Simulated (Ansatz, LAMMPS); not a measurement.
# Relaxing amorphous polyisobutylene (as short chains C22H46), from a frame at 640 K (136 atoms)

Wanted: the relaxed structure of amorphous polyisobutylene (as short chains C22H46), from a frame at 640 K (136 atoms) and its electronic structure.

Main program and level: Ansatz 0.2.0; Kohn-Sham DFT, PBE+D3(BJ), PAW (set soft_2), plane waves.

This is a report of a sequence of runs, with most program output left out.

## 1. Set-up

The cell holds 136 atoms: 44 C and 92 H. Cell: a = 11.429 Å, b = 11.429 Å, c = 11.429 Å, α = 90.0°, β = 90.0°, γ = 90.0°. 2 polyisobutylene chains of 5 units with methyl end groups placed at random, at 0.691 g/cm³; overlaps pushed apart, then 20 ps at 800 K with MMFF94 bonds, angles, torsions, charges and radii (Halgren, J. Comput. Chem. 17, 490 (1996)) in harmonic and 12-6 forms. Snapshot after 30 ps at 640 K and fixed volume.

Before any run, some limits are plain. The network of contacts between molecules at the start is that of the classical potential that made the cell. The density was typed from a rule of thumb and may lie off the real one at this temperature. Only the Γ point is sampled, in a cell whose shortest periodic width is 11 Å.

## 2. The classical run that made the cell

A classical potential makes the cell, at a small fraction of what the same run would cost in DFT.

This step: classical MD, MMFF94 bonds, angles, torsions, charges and radii (Halgren, J. Comput. Chem. 17, 490 (1996)) in harmonic and 12-6 forms; charges of ions scaled by 0.8 (LAMMPS 22 Jul 2025 - Update 4).

Input file in.lmp:

```
# amorphous polyisobutylene
units real
atom_style full
boundary p p p
bond_style harmonic
angle_style harmonic
dihedral_style opls
improper_style harmonic
special_bonds lj 0 0 0.5 coul 0 0 0.75
read_data data.lmp
neigh_modify delay 0 every 1 check yes one 4000
comm_modify cutoff 12.0
timestep 0.5
thermo_style custom step time temp pe press density
thermo_modify norm yes
# push overlapping molecules apart
pair_style soft 2.6
pair_coeff * * 0.0
variable a equal ramp(1,60)
fix ad all adapt 1 pair soft a * * v_a
velocity all create 800 501249 mom yes dist gaussian
fix lim all nve/limit 0.03
fix lan all langevin 800 800 50 501250 zero yes
thermo 1000
run 3000 post no
unfix ad
pair_style lj/cut 9.0
pair_modify mix arithmetic tail yes
pair_coeff 1 1 0.0678 3.3680   # C
pair_coeff 2 2 0.0216 2.5400   # H
thermo 100
minimize 1e-5 1e-3 300 3000
reset_timestep 0
velocity all create 800 501251 mom yes dist gaussian
# [... 13 lines left out ...]
compute msd all msd com yes
thermo 7500
fix md all nvt temp 640 640 100
run 30000 post no
print "== T640: mean square displacement over the hold $(c_msd[4]:%.2f) A^2"
unfix md
uncompute msd
write_dump all custom T640.dump id type xs ys zs modify sort id
```

Started as:

```
lmp -in in.lmp -log none -nocite
```

Run time: 26 s. Hardware: 1 thread of Arm Neoverse V2, shared host; peak memory 0.12 GiB.

The input also reads data.lmp (atoms, bonds and types; not printed here).

## 3. Single point at the start

The forces at the start show how far the geometry lies from a minimum of this functional.

Input file input.yaml:

```yaml
crystal:
  lattice:
    - [11.42893, 0.0, 0.0]
    - [0.0, 11.42893, 0.0]
    - [0.0, 0.0, 11.42893]
  atoms:
    - { symbol: C, position: [0.36452, 0.44446, 0.33948] }
    - { symbol: C, position: [0.44479, 0.4921, 0.4259] }
    - { symbol: C, position: [0.53484, 0.42252, 0.4904] }
    - { symbol: C, position: [0.46217, 0.3485, 0.57176] }
    - { symbol: C, position: [0.60303, 0.51333, 0.55987] }
    - { symbol: C, position: [0.60533, 0.34172, 0.40565] }
    - { symbol: C, position: [0.70312, 0.37239, 0.30508] }
    - { symbol: C, position: [0.71547, 0.26239, 0.24748] }
    - { symbol: C, position: [0.65745, 0.45767, 0.21686] }
    - { symbol: C, position: [0.81855, 0.41769, 0.36644] }
    - { symbol: C, position: [0.94182, 0.38056, 0.34401] }
    - { symbol: C, position: [0.97382, 0.25056, 0.36668] }
    - { symbol: C, position: [0.96577, 0.41236, 0.22103] }
    - { symbol: C, position: [0.02228, 0.45897, 0.41886] }
    - { symbol: C, position: [0.04459, 0.44585, 0.55086] }
    - { symbol: C, position: [0.95067, 0.41554, 0.63506] }
    - { symbol: C, position: [0.12218, 0.32986, 0.55099] }
    - { symbol: C, position: [0.12746, 0.54608, 0.59711] }
    - { symbol: C, position: [0.07614, 0.67077, 0.63409] }
    - { symbol: C, position: [0.97685, 0.73376, 0.56053] }
    - { symbol: C, position: [0.16877, 0.76016, 0.62727] }
    - { symbol: C, position: [0.04529, 0.67046, 0.76675] }
    - { symbol: H, position: [0.3236, 0.36376, 0.37229] }
    - { symbol: H, position: [0.3968, 0.42696, 0.24952] }
    - { symbol: H, position: [0.28965, 0.50185, 0.32227] }
    - { symbol: H, position: [0.38937, 0.52493, 0.49605] }
    - { symbol: H, position: [0.48822, 0.56271, 0.3693] }
    - { symbol: H, position: [0.47133, 0.25969, 0.53896] }
    - { symbol: H, position: [0.37511, 0.35737, 0.58595] }
    - { symbol: H, position: [0.51211, 0.34286, 0.64923] }
    - { symbol: H, position: [0.54961, 0.56695, 0.61788] }
    - { symbol: H, position: [0.67706, 0.48138, 0.61387] }
    [... 98 atom lines left out ...]
    - { symbol: H, position: [0.58502, 0.10406, 0.52937] }
    - { symbol: H, position: [0.50791, 0.06028, 0.6428] }
    - { symbol: H, position: [0.6133, 0.1666, 0.65017] }
    - { symbol: H, position: [0.63699, 0.82056, 0.53752] }
    - { symbol: H, position: [0.75694, 0.87883, 0.48375] }
    - { symbol: H, position: [0.61368, 0.95491, 0.44951] }
kpoints:
  mp_grid: { grid: [1, 1, 1] }
hamiltonian:
  xc: pbe
  dispersion: d3bj
scf:
  occupations: { method: fixed }
output:
  forces: true
  stress: true
  populations: intrinsic
  dos:
    method: { smearing: { sigma: 0.1 } }
    de: 0.1
    projected: { site_lists: { C: [C], H: [H] } }
  eigenvalues: true
```

Started as:

```
ansatz run input.yaml --threads 4 --pin off --max-ram 8192MiB --backend cpu --events-out ev --progress --plain --runs-dir out
```

The job ended after 14 s (4 threads of Arm Neoverse V2, shared host; peak memory 1.5 GiB).

The run gave:

```yaml
free_energy: -12518.4527 eV
free_energy_per_atom: -92.0474 eV/atom
scf_cycles: 9
pressure: 2.848 GPa
r_m_s_force_component: 1.189 eV/Å
longest_force: 6.234 eV/Å
fermi_energy: -2.534 eV
spacing_of_highest_filled_and_lowest_empty_level: 5.006 eV
```

The r.m.s. force component of 1.2 eV/Å and the pressure of 2.8 GPa set the starting point.

Length of the force by element:

| element | coordination | atoms | mean length of the force (eV/Å) | spread | least | most |
| --- | --- | --- | --- | --- | --- | --- |
| C | all | 44 | 2.55 | 1.14 | 0.489 | 6.23 |
| H | all | 92 | 1.39 | 0.774 | 0.309 | 4.41 |

## 4. Relaxation

The atoms are relaxed in the fixed cell, aiming at the force tolerance of the input.

input.yaml, the sections that differ from step 3:

```yaml
output:
  forces: true
relax:
  f_tol: 0.03
  max_steps: 200
# crystal, kpoints, hamiltonian, scf: as in step 3
```

Run time: 1.7 min. Hardware: 4 threads; peak memory 1.3 GiB.

Step by step:

| step | energy less that of the first step (eV) | largest force component (eV/Å) |
| --- | --- | --- |
| 1 | 0.0000 | 5.4092 |
| 2 | -8.4782 | 1.6776 |
| 3 | -9.9972 | 0.5968 |
| 4 | -10.4123 | 0.3418 |
| 5 | -10.7022 | 0.1800 |
| 6 | -10.8506 | 0.1333 |
| 7 | -10.9273 | 0.2661 |
| 8 | -10.9776 | 0.1945 |
| 9 | -11.0148 | 0.0844 |
| 10 | -11.0298 | 0.0959 |
| 11 | -11.0433 | 0.0575 |
| 12 | -11.0513 | 0.0458 |
| 13 | -11.0578 | 0.0506 |
| 14 | -11.0623 | 0.0541 |
| 15 | -11.0644 | 0.0506 |
| 16 | -11.0669 | 0.0386 |
| 17 | -11.0685 | 0.0170 |
| 18 | -11.0700 | 0.0201 |
| 19 | -11.0711 | 0.0386 |
| 20 | -11.0722 | 0.0307 |
| 21 | -11.0732 | 0.0179 |
| 22 | -11.0738 | 0.0161 |

The atoms that moved most (Å):

| atom | dx | dy | dz | length |
| --- | --- | --- | --- | --- |
| H28 | -1.098 | 0.833 | -0.383 | 1.430 |
| H100 | 0.548 | -0.845 | 0.799 | 1.285 |
| H55 | -0.894 | -0.189 | 0.831 | 1.236 |
| H29 | 0.003 | 1.179 | 0.090 | 1.183 |
| H115 | 0.796 | 0.728 | 0.395 | 1.149 |
| H98 | -0.432 | -0.933 | -0.437 | 1.118 |
| H26 | 0.069 | 0.866 | -0.649 | 1.084 |
| H96 | -0.312 | -1.009 | 0.243 | 1.083 |

The relaxation changed the energy by -81.4 meV/atom, and atoms moved by 0.64 Å r.m.s., 1.4 Å at most.

## 5. Local order after relaxation

Bonds before and after, by the cutoffs listed below:

| pair | bonds before | bonds after | mean before (Å) | mean after (Å) | spread before (Å) | spread after (Å) |
| --- | --- | --- | --- | --- | --- | --- |
| H-C | 92 | 92 | 1.093 | 1.099 | 0.043 | 0.002 |
| C-C | 42 | 42 | 1.532 | 1.548 | 0.042 | 0.011 |

Density 0.691 g/cm³, 10.98 Å³ an atom.

g(r), total and by pair (bins of 0.2 Å):

| r (Å) | total | H-H | H-C | C-C |
| --- | --- | --- | --- | --- |
| 1.00 | 4.00 | 0.00 | 9.15 | 0.00 |
| 1.20 | 1.01 | 0.00 | 2.32 | 0.00 |
| 1.40 | 0.00 | 0.00 | 0.00 | 0.00 |
| 1.60 | 1.13 | 0.00 | 0.00 | 10.80 |
| 1.80 | 1.68 | 3.67 | 0.00 | 0.00 |
| 2.00 | 0.09 | 0.20 | 0.00 | 0.00 |
| 2.20 | 1.89 | 0.78 | 3.49 | 0.00 |
| 2.40 | 1.21 | 1.84 | 0.22 | 2.62 |
| 2.60 | 1.60 | 1.07 | 1.73 | 3.33 |
| 2.80 | 1.32 | 0.75 | 2.08 | 0.64 |
| 3.00 | 1.03 | 0.87 | 1.42 | 0.07 |
| 3.20 | 0.89 | 0.94 | 0.66 | 1.59 |
| 3.40 | 1.12 | 0.63 | 1.62 | 1.17 |
| 3.60 | 1.02 | 1.34 | 0.87 | 0.33 |
| 3.80 | 1.01 | 1.78 | 0.40 | 0.22 |
| 4.00 | 0.83 | 0.93 | 0.67 | 1.08 |
| 4.20 | 0.92 | 0.92 | 1.01 | 0.59 |
| 4.40 | 0.94 | 0.92 | 1.09 | 0.41 |
| 4.60 | 0.97 | 0.92 | 0.97 | 1.18 |
| 4.80 | 0.90 | 0.83 | 0.90 | 1.18 |
| 5.00 | 1.02 | 1.04 | 1.06 | 0.81 |
| 5.20 | 0.92 | 1.04 | 0.89 | 0.50 |
| 5.40 | 0.95 | 0.95 | 0.96 | 0.89 |
| 5.60 | 0.96 | 0.90 | 1.00 | 1.03 |

Bonds by pair of elements; cutoffs follow the first minimum of g(r), held within bounds set by covalent radii, and pairs that aren't listed don't count as bonded:

| pair A-B | cutoff (Å) | bonds | mean length (Å) | spread (Å) | shortest (Å) | B about A | A about B |
| --- | --- | --- | --- | --- | --- | --- | --- |
| H-C | 1.34 | 92 | 1.10 | 0.002 | 1.09 | 1 | 2.09 |
| C-C | 1.85 | 42 | 1.55 | 0.011 | 1.53 | 1.91 | 1.91 |

How many atoms have how many bonded neighbours:

| element | mean | 1 | 4 |
| --- | --- | --- | --- |
| C | 4 | 0 | 44 |
| H | 1 | 92 | 0 |

Bond angles (no mean is given where the spread exceeds 20°):

| angle | count | mean (°) | spread (°) |
| --- | --- | --- | --- |
| C-C-H | 112 | 110 | 2.5 |
| H-C-H | 82 | 107 | 0.9 |
| C-C-C | 70 | 112 | 6.1 |

With the cutoffs above, all C atoms have 4 and all H atoms have 1 bonded neighbour. The C-C-H angle averages 110° with a spread of 2°.

## 6. Single point at the relaxed geometry

The electronic structure is read at the final geometry, in a run of its own.

Input file input.yaml:

```yaml
crystal:
  lattice:
    - [11.42893, 0.0, 0.0]
    - [0.0, 11.42893, 0.0]
    - [0.0, 0.0, 11.42893]
  atoms:
    - { symbol: C, position: [0.35217, 0.47971, 0.30185] }
    - { symbol: C, position: [0.44168, 0.53855, 0.3817] }
    - { symbol: C, position: [0.51507, 0.45787, 0.46262] }
    - { symbol: C, position: [0.43185, 0.39667, 0.54934] }
    - { symbol: C, position: [0.59603, 0.53704, 0.53494] }
    - { symbol: C, position: [0.57916, 0.35697, 0.39708] }
    - { symbol: C, position: [0.68968, 0.37077, 0.3175] }
    - { symbol: C, position: [0.69948, 0.25364, 0.25153] }
    - { symbol: C, position: [0.67229, 0.46875, 0.22716] }
    - { symbol: C, position: [0.79738, 0.39401, 0.39789] }
    - { symbol: C, position: [0.92748, 0.37899, 0.36019] }
    - { symbol: C, position: [0.96504, 0.24974, 0.35787] }
    - { symbol: C, position: [0.95247, 0.43072, 0.23815] }
    - { symbol: C, position: [0.00642, 0.45343, 0.44376] }
    - { symbol: C, position: [0.02517, 0.43444, 0.5776] }
    - { symbol: C, position: [0.91259, 0.429, 0.6506] }
    - { symbol: C, position: [0.09333, 0.32026, 0.60031] }
    - { symbol: C, position: [0.10783, 0.5348, 0.62054] }
    - { symbol: C, position: [0.06891, 0.66243, 0.64892] }
    - { symbol: C, position: [0.99352, 0.72088, 0.5543] }
    - { symbol: C, position: [0.18309, 0.73331, 0.66031] }
    - { symbol: C, position: [0.00438, 0.67092, 0.76693] }
    - { symbol: H, position: [0.29019, 0.42531, 0.35126] }
    - { symbol: H, position: [0.39358, 0.42357, 0.23575] }
    - { symbol: H, position: [0.30078, 0.54593, 0.2548] }
    - { symbol: H, position: [0.3954, 0.60068, 0.43927] }
    - { symbol: H, position: [0.50079, 0.59254, 0.32847] }
    - { symbol: H, position: [0.37526, 0.33259, 0.50547] }
    - { symbol: H, position: [0.37541, 0.46056, 0.59382] }
    - { symbol: H, position: [0.48182, 0.34933, 0.61648] }
    - { symbol: H, position: [0.54322, 0.59588, 0.58991] }
    - { symbol: H, position: [0.65272, 0.48588, 0.59325] }
    [... 98 atom lines left out ...]
    - { symbol: H, position: [0.54033, 0.08368, 0.52246] }
    - { symbol: H, position: [0.47873, 0.996, 0.63477] }
    - { symbol: H, position: [0.54833, 0.13037, 0.66996] }
    - { symbol: H, position: [0.5995, 0.82488, 0.55065] }
    - { symbol: H, position: [0.75296, 0.84137, 0.53219] }
    - { symbol: H, position: [0.65464, 0.92407, 0.44433] }
kpoints:
  mp_grid: { grid: [1, 1, 1] }
hamiltonian:
  xc: pbe
  dispersion: d3bj
scf:
  occupations: { method: fixed }
output:
  forces: true
  stress: true
  populations: true
  dos:
    method: { smearing: { sigma: 0.15 } }
    de: 0.1
    projected: { site_lists: { C: [C], H: [H] } }
  eigenvalues: true
  write_density: true
  write_potential: true
  volumetric_format: npy
  elf: true
```

Elapsed: 17 s, on 4 threads; peak memory 1.5 GiB.

The program notes that the exchange-correlation potential is rough where the density is thin.

Read from the output:

* free energy: -12529.5265 eV
* free energy per atom: -92.1289 eV/atom
* SCF cycles: 9
* pressure: -0.2199 GPa
* r.m.s. force component: 0.00413 eV/Å
* longest force: 0.01859 eV/Å
* Fermi energy: -2.772 eV
* gap (highest filled to lowest empty level): 5.26 eV
* spilling of the projection: 0.0111

Löwdin charges by element (they lack the spilled electrons, 0.022 e an atom on average):

| element | coordination | atoms | mean charge (e) | spread | least | most |
| --- | --- | --- | --- | --- | --- | --- |
| C | all | 44 | -0.293 | 0.219 | -0.464 | 0.099 |
| H | all | 92 | 0.172 | 0.0081 | 0.153 | 0.195 |

States in the cell by windows of 1 eV, zero at the Fermi level; the larger projections on atomic orbitals stand beside the total:

| from (eV) | to (eV) | total | C p | H s | C s |
| --- | --- | --- | --- | --- | --- |
| -16 | -15 | 0.0 | 0.0 | 0.0 | 0.0 |
| -15 | -14 | 6.5 | 0.7 | 1.2 | 4.6 |
| -14 | -13 | 9.1 | 1.4 | 1.6 | 6.0 |
| -13 | -12 | 4.4 | 0.8 | 0.7 | 2.7 |
| -12 | -11 | 4.0 | 0.6 | 1.1 | 2.3 |
| -11 | -10 | 23.6 | 4.5 | 7.4 | 11.4 |
| -10 | -9 | 16.4 | 3.2 | 4.8 | 8.1 |
| -9 | -8 | 4.0 | 1.0 | 1.3 | 1.7 |
| -8 | -7 | 4.2 | 2.0 | 0.9 | 1.3 |
| -7 | -6 | 10.7 | 5.3 | 2.5 | 2.7 |
| -6 | -5 | 5.9 | 3.1 | 1.5 | 1.1 |
| -5 | -4 | 31.9 | 22.6 | 8.1 | 0.7 |
| -4 | -3 | 29.9 | 20.3 | 8.7 | 0.5 |
| -3 | -2 | 42.0 | 26.2 | 14.9 | 0.4 |
| -2 | -1 | 41.5 | 27.5 | 13.4 | 0.3 |
| -1 | 0 | 31.4 | 23.3 | 7.4 | 0.6 |
| 0 | 1 | 2.4 | 1.9 | 0.5 | 0.0 |
| 1 | 5 | 0.0 | 0.0 | 0.0 | 0.0 |

With fixed occupations the program's Fermi level is the highest filled level; weight inside the gap is the broadening of levels at its edges.

The levels nearest the highest filled one (over half full), pooled over k-points and spins:

| level less the highest filled one (eV) | occupation |
| --- | --- |
| -0.383 | 2 |
| -0.281 | 2 |
| -0.253 | 2 |
| -0.192 | 2 |
| -0.0311 | 2 |
| 0 | 2 |
| 5.26 | 0 |
| 6.07 | 0 |
| 6.13 | 0 |
| 6.22 | 0 |
| 6.34 | 0 |
| 6.38 | 0 |

ELF in the ab plane at fractional z = 0.242, with atoms of C and H within 0.2 Å of it. It is the smooth field of the valence electrons, not physical close to the nuclei.

Ten even steps from '0' (0.00 × 1e-1) to '9' (9.98 × 1e-1), each cell a mean:
```
99857965884587689972000000000599
77635765663353124410010000000257
35887510147752000015774100000011
26898400234555420059996100000000
25775104775579960037863100000000
02321017985489960012211000000000
00000015763246510011000000000000
00000000000000000000000000000000
00000000122000000000023100002552
30000026999610022001699830027998
51000038999841000014899840049999
53320016999753100135788641049998
78972001356788610377513541026876
99994000125999820256667630025413
79983000014899710001466410015655
23320000002565100000245420002332
00000000000000000002466664100000
10100000000000000058861488401443
31100000000000000179973577305998
31000001000123310036556643006998
00000234200257641000124431004774
00001466410367753210001210000000
77312555521453378872000000000014
99855611675785599996000000000279
```
Columns run along a (11.4 Å), rows up along b (11.4 Å). Atoms in or near the plane, at fractional coordinates: C at (0.70, 0.25), C at (0.67, 0.47), C at (0.95, 0.43), H at (0.39, 0.42), H at (0.30, 0.55), H at (0.93, 0.52), C at (0.21, 0.01), C at (0.33, 0.95), C at (0.43, 0.04), H at (0.02, 0.98), H at (0.52, 0.00).

(Continued in part 2 of 2.)

[Logs are printed without paths, hosts, clocks, repeated set-up lines and the standing remarks that a program may print on its own settings, such as how far it seeks lower states.]

[Hosts, paths, dates, database ids (printed as entryN), source tags and the programs' standing remarks are cut or masked in the printed files.]

[The MMFF94 radii named for the starting cell were scaled by 0.96; in molecules described by MMFF94, hydrogen bound to N, O or S took a small fixed 12-6 site in their place.]
